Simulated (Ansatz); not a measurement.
# NbInO4 (P2/c): the dielectric response by several routes, part 2 of 2

How strongly does NbInO4 (P2/c) screen? Routes: perturbation theory, a sum over states and the RPA step of G0W0.

Ansatz 0.2.0; linear response on r2SCAN, plane waves, PAW. Known limits of the many-body steps: short of the basis limit; no spin-orbit coupling; coarse k mesh.

So far. Step 2 (Response to a homogeneous field): One over ε∞ averages 0.21, somewhat under the quarter of exact exchange in PBE0. Step 3 (Independent-particle spectrum): The sum gives ε∞ = 5.20, 4.82 and 5.11 without local fields.

## 3. Independent-particle spectrum (continued)

Level of this step: independent-particle optics on r2SCAN, plane waves, PAW (Ansatz).

Independent particles, no local fields, Gaussian width 0.2 eV. ε₁ against photon energy:

```
photon energy (eV)       xx     yy      zz
                 0     5.13   4.75    5.04
                 1     5.22   4.82    5.12
                 2     5.54   5.07    5.40
                 3     6.29   5.64    6.05
                 4     9.05   7.55    8.27
                 5     8.15   7.63    8.76
                 6     1.96   3.66    2.52
                 7     2.05   2.65    2.51
                 8     2.38   2.64    2.67
                 9     2.04   2.15    1.63
                10     1.27   1.40  -0.186
                11   -0.494  0.303   0.224
                12  -0.0171  0.279  0.0860
                13    0.773  0.566   0.383
                14    0.801  0.688   0.716
                15    0.791  0.841   0.905
                16    0.408  0.966   0.762
                17    0.381  0.381   0.487
                18    0.378  0.375   0.303
                19    0.512  0.588   0.509
                20    0.672  0.693   0.694
                21    0.766  0.711   0.672
                22    0.632  0.440   0.373
                23    0.297  0.362   0.352
                24    0.467  0.456   0.421
                25    0.436  0.416   0.575
```

## 4. RPA screening from the G0W0 run

Now the one-shot GW correction: screening in the RPA, then the self-energy of the levels asked for.

This step: G0W0 on r2SCAN, plane waves, PAW.

Contents of input.yaml:

```yaml
crystal:
  lattice:
    - [4.8355, 0.0, 0.0]
    - [0.0, 5.7709, 0.0]
    - [-0.1014445258, 0.0, 5.1429996119]
  atoms:
    - { symbol: Nb, position: [0.0, 0.1779, 0.25] }
    - { symbol: Nb, position: [0.0, 0.8221, 0.75] }
    - { symbol: In, position: [0.5, 0.6825, 0.25] }
    - { symbol: In, position: [0.5, 0.3175, 0.75] }
    - { symbol: O, position: [0.26, 0.618, 0.901] }
    - { symbol: O, position: [0.74, 0.618, 0.599] }
    - { symbol: O, position: [0.74, 0.382, 0.099] }
    - { symbol: O, position: [0.26, 0.382, 0.401] }
    - { symbol: O, position: [0.217, 0.898, 0.438] }
    - { symbol: O, position: [0.783, 0.898, 0.062] }
    - { symbol: O, position: [0.783, 0.102, 0.562] }
    - { symbol: O, position: [0.217, 0.102, 0.938] }
kpoints:
  mp_grid: { grid: [4, 2, 4] }
hamiltonian:
  xc: r2scan
scf:
  occupations: { method: fixed }
gw:
  n_empty_bands: 659
  ecut_chi: 160.0
  qp_bands: [v4, c4]
  qp_kpoints: band_edges
  screening: { model: contour_deformation }
```

Command:

```
$ ansatz run input.yaml --threads 24 --pin off --max-ram 82944MiB --backend cuda --events-out ev --progress --plain --runs-dir out --devices 1 --max-vram 78GiB
```

What it wrote:

```text
GPUs: using 1 of 1 available (devices: 1).
[...]
Crystal: 12 atoms, lattice volume = 143.516 Å³
Basis set: ecut = 500 eV, 3649 PW (Γ), exchange–correlation on 144×180×160 points (64 copies of the dense FFT grid, shifted against one another)
Bands: 62, of which v1, the nominal top of the filled ones, is band 50 counted from 1 (49 counted from 0)
Symmetry: 4 space group operations
[...]
k-points: 20 of 32
[...]
13    52     12.7787   -12.9748    -4.9739   -18.7208  0.7957    13.5574    13.5507  root
    13    53     13.3852   -14.2877    -5.1809   -20.4176  0.7738    14.3469    14.3341  root
[...]
19    51     13.1251   -13.3582    -5.2712   -19.4919  0.7840    13.9974    13.9876  root
    19    52     13.1251   -13.3582    -5.2712   -19.4919  0.7840    13.9974    13.9876  root
    19    53     13.1590   -14.0158    -5.1014   -20.0007  0.7806    14.0529    14.0425  root
    19    54     13.1590   -14.0158    -5.1014   -20.0007  0.7806    14.0529    14.0425  root
[key lines of the parts left out:]
SCF converged after 8 iterations
```

It took 22 s on 1 × NVIDIA GB200 (shared by 2 runs) with 24 threads of Arm Neoverse V2, shared host; peak memory 4.3 GiB.

This step gave:

- bands summed: 709
- RPA ε∞ on this mesh (eigenvalues): 4.412, 4.512, 4.749
- plane waves in the screening matrix: 645
- G0W0 gap on the mesh: 4.942 eV
- k of the valence top: 0.25, 0, -0.25
- k of the conduction bottom: 0.25, 0, -0.5
- starting gap on the mesh: 3.846 eV
- least direct G0W0 gap on the computed points: 5.061 eV

The gap on the mesh goes from 3.85 eV to 4.94 eV, a correction of +1.10 eV. Between the two edge states, bare exchange in place of the xc potential would open the gap by 10.37 eV, and correlation takes back 9.27 eV.

Mean over the mesh in bins of 0.25 1/Å. Table of static inverse dielectric function, diagonal by length of q+G:

```
length of q+G (Å⁻¹)  static inverse dielectric function, diagonal
               0.32                                         0.235
               0.55                                         0.275
               0.73                                         0.310
               1.00                                         0.372
               1.25                                         0.435
               1.49                                         0.496
               1.74                                         0.555
               2.00                                         0.612
               2.26                                         0.664
               2.51                                         0.709
               2.76                                         0.748
               3.00                                         0.780
               3.25                                         0.809
               3.50                                         0.832
               3.75                                         0.853
               4.00                                         0.871
               4.26                                         0.887
               4.50                                         0.901
               4.75                                         0.914
               5.00                                         0.925
               5.25                                         0.936
               5.50                                         0.945
               5.75                                         0.953
               6.00                                         0.960
               6.25                                         0.966
               6.43                                         0.970
```

## 5. The values together

Times are wall times on 1 × NVIDIA GB200 (shared by 2 runs) with 24 threads of Arm Neoverse V2, shared host, good to a factor of about two.

```
                                          method                           mesh  ε∞, low  middle  high  mean  time
perturbation theory (local fields and xc kernel)  4×4×4 (response on 64 points)     4.62    4.80  5.07  4.83  13 s
               sum over states (no local fields)                          6×4×4     4.82    5.11  5.20  5.04  12 s
           RPA with local fields, on the GW mesh                          4×2×4     4.41    4.51  4.75  4.56  22 s
```

## 6. Summary of results

| Item | Value |
| --- | --- |
| perturbation theory (local fields and xc kernel) | 4.62, 4.80, 5.07 |
| sum over states (no local fields) | 4.82, 5.11, 5.20 |
| RPA with local fields, on the GW mesh | 4.41, 4.51, 4.75 |

What this shows: Mean Born effective charge: Nb1 6.15, In3 3.97, O5 -2.50, O9 -2.56 e. The ε₂ (xx) has its highest peak at 5.1 eV. The most distinct maxima of the loss function (xx) lie at 12.4 and 18.9 eV, the highest at 18.9 eV. The sum without local fields gives 5.04 in the mean against 4.83 by perturbation theory; local fields lower ε∞ and the xc kernel gives part of it back, though the sum also carries the error of its own mesh. The RPA values on the 4×2×4 mesh average 0.94 times those of perturbation theory (means 4.56 and 4.83). Without the xc kernel RPA should lie a little lower, as the mean does. r2SCAN usually puts the gap too low, which tends to raise ε∞. Ions are clamped, so the lattice part of the static constant is not in these numbers.

[Long decimals in the printed logs are rounded to 6 places.]

[Logs are printed without paths, hosts, clocks, repeated set-up lines and the standing remarks that a program may print on its own settings, such as how far it seeks lower states.]

[Paths, hosts, dates, memory and timing lines, banners, echoed tables and standing remarks are left out of the program output; an Ansatz launch command may be rebuilt from the run's recorded settings. Measured values are a selection of at most five: reports struck by readers or far from the other reports are left out. None is set beside runs whose start may be inverted or whose files or cutoffs have a known fault.]

[Runs of the session that timed out or met a known fault of the program may be left out.]

[Cells called generated may have been cut or substituted from an entry of the Crystallography Open Database or the Materials Project.]

[Hosts, paths, dates, database ids (printed as entryN), source tags and the programs' standing remarks are cut or masked in the printed files.]

[Where the starting crystal was built by hand or by swapping elements, it need not be the compound's stable phase.]
